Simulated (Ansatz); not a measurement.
# How Al(111) screens a field

Wanted: the response of a Al(111) slab to a perpendicular field.

Main program and level: Ansatz 0.2.0; plane-wave DFT, LDA, Ansatz PAW.

Report form: inputs, costs, results and the conclusion, without the logs.

### 1. Set-up

The cell holds 6 atoms: 6 Al. Its edges and angles: a = 2.864 Å, b = 2.864 Å, c = 29.691 Å, α = 90.0°, β = 90.0°, γ = 60.0°. Vacuum lies along c.

### 2. Single point, field 0

A sawtooth potential applies the field, turning back in the middle of the vacuum. With the dipole correction the typed value is the field outside the slab. The induced dipole is small, so the SCF threshold is tight.

Input file input.yaml:

```yaml
crystal:
  lattice:
    - [2.8637824638, 0.0, 0.0]
    - [1.4318912319, 2.4801083646, 0.0]
    - [0.0, 0.0, 29.6913429511]
  atoms:
    - { symbol: Al, position: [0.3333333333, 0.3333333333, 0.303118657] }
    - { symbol: Al, position: [0.6666666667, 0.6666666667, 0.3818711942] }
    - { symbol: Al, position: [0.0, 0.0, 0.4606237314] }
    - { symbol: Al, position: [0.3333333333, 0.3333333333, 0.5393762686] }
    - { symbol: Al, position: [0.6666666667, 0.6666666667, 0.6181288058] }
    - { symbol: Al, position: [0.0, 0.0, 0.696881343] }
kpoints:
  mp_grid: { grid: [24, 24, 1] }
hamiltonian:
  xc: lda
scf:
  occupations: { method: fermi_dirac, width: 0.1 }
  convergence: { dr2_threshold: 1.0e-10 }
efield:
  axis: 3
  dipole_correction: true
  ramp_position: 0.97
  ramp_width: 0.06
  amplitude: 0
output:
  forces: true
  write_potential: true
  write_density: true
  volumetric_format: npy
```

Launch:

```
> ansatz run input.yaml --threads 2 --pin off --max-ram 3072MiB --backend cpu --events-out ev --progress --plain --runs-dir out
```

Run time: 26 s. Hardware: 2 threads of Arm Neoverse N1, shared host; peak memory 0.46 GiB.

Numbers from this step:

| Item | Value |
| --- | --- |
| energy at zero smearing | -3076.3337 eV |
| work function, upper face | 4.217 eV |
| dipole along the normal | 2.97e-7 e·Å |

Running mean over 2.338 Å of the planar mean; the ramp of the sawtooth is left out. Table of electron's electrostatic potential energy less the Fermi level by z:

| z (Å) | electron's electrostatic potential energy less the Fermi level (eV) |
| --- | --- |
| 4 | 4.22 |
| 5 | 4.21 |
| 6 | 4.12 |
| 7 | 3.11 |
| 8 | -1.25 |
| 9 | -4.32 |
| 10 | -4.50 |
| 11 | -4.52 |
| 12 | -4.52 |
| 13 | -4.52 |
| 14 | -4.53 |
| 15 | -4.52 |
| 16 | -4.53 |
| 17 | -4.52 |
| 18 | -4.52 |
| 19 | -4.52 |
| 20 | -4.49 |
| 21 | -3.90 |
| 22 | 0.247 |
| 23 | 3.70 |
| 24 | 4.17 |
| 25 | 4.21 |
| 26 | 4.22 |

Force by atom:

| atom | x (eV/Å) | y (eV/Å) | z (eV/Å) | size |
| --- | --- | --- | --- | --- |
| Al1 | 0.000 | 0.000 | 0.104 | 0.104 |
| Al2 | 0.000 | 0.000 | 0.062 | 0.062 |
| Al3 | 0.000 | 0.000 | -0.042 | 0.042 |
| Al4 | 0.000 | 0.000 | 0.042 | 0.042 |
| Al5 | 0.000 | 0.000 | -0.062 | 0.062 |
| Al6 | 0.000 | 0.000 | -0.104 | 0.104 |

The work function of the upper face is 4.22 eV.

### 3. Single point, field 0.05 V/Å

Edit input.yaml of step 2 so:

```diff
@@ -24,3 +24,3 @@
   ramp_width: 0.06
-  amplitude: 0
+  amplitude: 0.05
 output:
```

The job ended after 28 s (2 threads; peak memory 0.44 GiB; 46 s of CPU time).

The dipole is 0.0297 e·Å.

### 4. Atoms held, field -0.05 V/Å

Edit input.yaml of step 3 so:

```diff
@@ -24,3 +24,3 @@
   ramp_width: 0.06
-  amplitude: 0.05
+  amplitude: -0.05
 output:
```

Wall time 2.7 min (2 threads); peak memory 0.44 GiB.

The dipole is -0.0297 e·Å.

### 5. Single point, field 0.1 V/Å

Edit input.yaml of step 4 so:

```diff
@@ -24,3 +24,3 @@
   ramp_width: 0.06
-  amplitude: -0.05
+  amplitude: 0.1
 output:
```

Elapsed: 48 s, on 2 threads; peak memory 0.44 GiB; 47 s of CPU time.

The dipole is 0.0593 e·Å.

### 6. Atoms held, field -0.1 V/Å

Edit input.yaml of step 5 so:

```diff
@@ -24,3 +24,3 @@
   ramp_width: 0.06
-  amplitude: 0.1
+  amplitude: -0.1
 output:
```

Run time: 24 s. Hardware: 2 threads; peak memory 0.45 GiB; 46 s of CPU time.

The dipole is -0.0593 e·Å.

### 7. Single point, field 0.2 V/Å

Edit input.yaml of step 6 so:

```diff
@@ -24,3 +24,3 @@
   ramp_width: 0.06
-  amplitude: -0.1
+  amplitude: 0.2
 output:
```

Run time: 42 s. Hardware: 2 threads; peak memory 0.45 GiB.

The dipole is 0.119 e·Å.

### 8. Single point, field -0.2 V/Å

Edit input.yaml of step 7 so:

```diff
@@ -24,3 +24,3 @@
   ramp_width: 0.06
-  amplitude: 0.2
+  amplitude: -0.2
 output:
```

The job ended after 3.2 min (2 threads; peak memory 0.44 GiB).

The dipole is -0.119 e·Å.

### 9. Single point, field 0.4 V/Å

Edit input.yaml of step 8 so:

```diff
@@ -24,3 +24,3 @@
   ramp_width: 0.06
-  amplitude: -0.2
+  amplitude: 0.4
 output:
@@ -30 +30,2 @@
   volumetric_format: npy
+  elf: true
```

Elapsed: 4.3 min, on 2 threads; peak memory 0.44 GiB.

Running mean over 2.338 Å of the planar mean, with the applied field; the ramp of the sawtooth is left out. Table of electron's electrostatic potential energy less the Fermi level by z:

| z (Å) | electron's electrostatic potential energy less the Fermi level (eV) |
| --- | --- |
| 4 | 2.92 |
| 5 | 3.31 |
| 6 | 3.61 |
| 7 | 2.91 |
| 8 | -1.29 |
| 9 | -4.32 |
| 10 | -4.50 |
| 11 | -4.52 |
| 12 | -4.52 |
| 13 | -4.52 |
| 14 | -4.53 |
| 15 | -4.52 |
| 16 | -4.53 |
| 17 | -4.52 |
| 18 | -4.52 |
| 19 | -4.52 |
| 20 | -4.49 |
| 21 | -3.90 |
| 22 | 0.333 |
| 23 | 4.01 |
| 24 | 4.84 |
| 25 | 5.27 |
| 26 | 5.67 |

The dipole is 0.237 e·Å.

### 10. The response

This step: plane-wave DFT, LDA, Ansatz PAW; screening of a field by a metal slab (Ansatz 0.2.0).

The dipoles give the slope, and the difference of two potentials shows where the field is screened.

This step gave:

```yaml
equivalent_conductor_thickness_p_eps_0ae: 15.11 Å
distance_between_the_outer_atoms: 11.69 Å
inner_field_over_outer_field: 2.69e-4
image_plane_upper_face: 1.805 Å
induced_electrons_on_the_upper_face_over_eps_0e: -0.9876
image_plane_lower_face: 1.804 Å
induced_electrons_on_the_lower_face_over_eps_0e: 0.9878
```

The dipole of the cell by applied field:

| applied field (V/Å) | dipole of the cell (e·Å) |
| --- | --- |
| -0.200 | -0.119 |
| -0.100 | -0.0593 |
| -0.050 | -0.0297 |
| 0.000 | 3.0e-7 |
| 0.050 | 0.0297 |
| 0.100 | 0.0593 |
| 0.200 | 0.119 |
| 0.400 | 0.237 |

Local field over the applied field, running mean. From the potentials at -0.05 and 0.05 V/Å; running mean over 2.338 Å. Local field over applied field against z:

| z (Å) | local field over applied field |
| --- | --- |
| 5 | 0.985 |
| 6 | 0.907 |
| 7 | 0.637 |
| 8 | 0.245 |
| 9 | 0.0186 |
| 10 | 0.00112 |
| 11 | -0.00282 |
| 12 | 0.00208 |
| 13 | -0.00259 |
| 14 | 0.00223 |
| 15 | -0.00233 |
| 16 | 0.00152 |
| 17 | -0.00115 |
| 18 | -5.9e-4 |
| 19 | 0.00142 |
| 20 | -0.00597 |
| 21 | 0.0649 |
| 22 | 0.356 |
| 23 | 0.747 |
| 24 | 0.945 |
| 25 | 0.992 |

The induced electron density oscillates, so the rows of the table below give means over 1.78 Å (shorter at the two ends). Its distinct maxima (Å: e/Å³ per V/Å): 7.7: 0.00361, 9.8: 4.5e-4, 20.8: 8.2e-4. Distinct minima: 8.9: -8.2e-4, 19.9: -4.5e-4, 22.0: -0.00361.

Electrons, planar mean, per unit field. Induced electron density against z; means over each step:

| z (Å) | induced electron density (e/Å³ per V/Å) |
| --- | --- |
| 4.90 | 1.0e-4 |
| 6.68 | 0.00170 |
| 8.46 | 0.00122 |
| 10.24 | 3.6e-5 |
| 12.02 | 5.7e-6 |
| 13.80 | 4.5e-6 |
| 15.58 | -5.1e-7 |
| 17.36 | 1.6e-7 |
| 19.14 | -3.5e-5 |
| 20.92 | -6.0e-4 |
| 22.70 | -0.00225 |
| 24.48 | -1.9e-4 |

By hand: between -0.05 and 0.05 V/Å the dipole changes by 0.05933 e·Å, a slope of 0.5933 e·Å²/V. A perfect conductor of thickness t has p = ε₀AEt, so t = 180.95 × 0.5933 / 7.102 = 15.11 Å (e/ε₀ = 180.95 V·Å, A in Å²). Less the 11.69 Å between the outer atoms, and halved, that puts each image plane 1.71 Å out.

The induced dipole is that of a conductor 15.11 Å thick.

### 11. The same run with other settings

This step: plane-wave DFT, LDA, Ansatz PAW (Ansatz 0.2.0).

A run with a changed input: it repeats the earlier run at 0.05 V/Å with efield.dipole_correction from true to false.

Edit input.yaml of step 9 so:

```diff
@@ -21,6 +21,6 @@
   axis: 3
-  dipole_correction: true
+  dipole_correction: false
   ramp_position: 0.97
   ramp_width: 0.06
-  amplitude: 0.4
+  amplitude: 0.05
 output:
@@ -30,2 +30 @@
   volumetric_format: npy
-  elf: true
```

The job ended after 3.1 min (2 threads; peak memory 0.45 GiB; 44 s of CPU time).

| quantity | this run | earlier run | difference |
| --- | --- | --- | --- |
| dipole along the normal (e·Å) | 0.06043 | 0.02966 | 0.031 |

With the dipole correction off, the periodic images add a field of their own to the typed one.

It moves by +0.0308 e·Å.

These numbers are not those of the isolated slab.

### 12. Summary of results

* work function: 4.22 eV
* image plane, upper face: 1.80 Å
* induced electrons on the upper face over ε₀E: -0.988
* equivalent conductor thickness p/(ε₀AE): 15.1 Å
* inner field over outer field: 2.7e-4

**Reading.** The induced charge has its centre 1.80 Å outside the outermost atoms; this is the plane from which a capacitor's gap or an image potential counts. The equivalent conductor thickness exceeds the distance between the outer atoms by 3.42 Å, about the sum of the two image-plane distances. In the middle of the slab the field is screened to under 0.5 % of its outer value. The atoms are held at bulk positions with the tabulated experimental lattice constant.

[Long decimals in the printed logs are rounded to 6 places.]

[Logs are printed without paths, hosts, clocks, repeated set-up lines and the standing remarks that a program may print on its own settings, such as how far it seeks lower states.]

[Hosts, paths, dates, database ids (printed as entryN), source tags and the programs' standing remarks are cut or masked in the printed files.]

[Maps of the electrostatic potential energy from Ansatz leave out the sawtooth potential of an applied field or a dipole correction, so their vacuum need not be flat; planar profiles and work functions include it.]
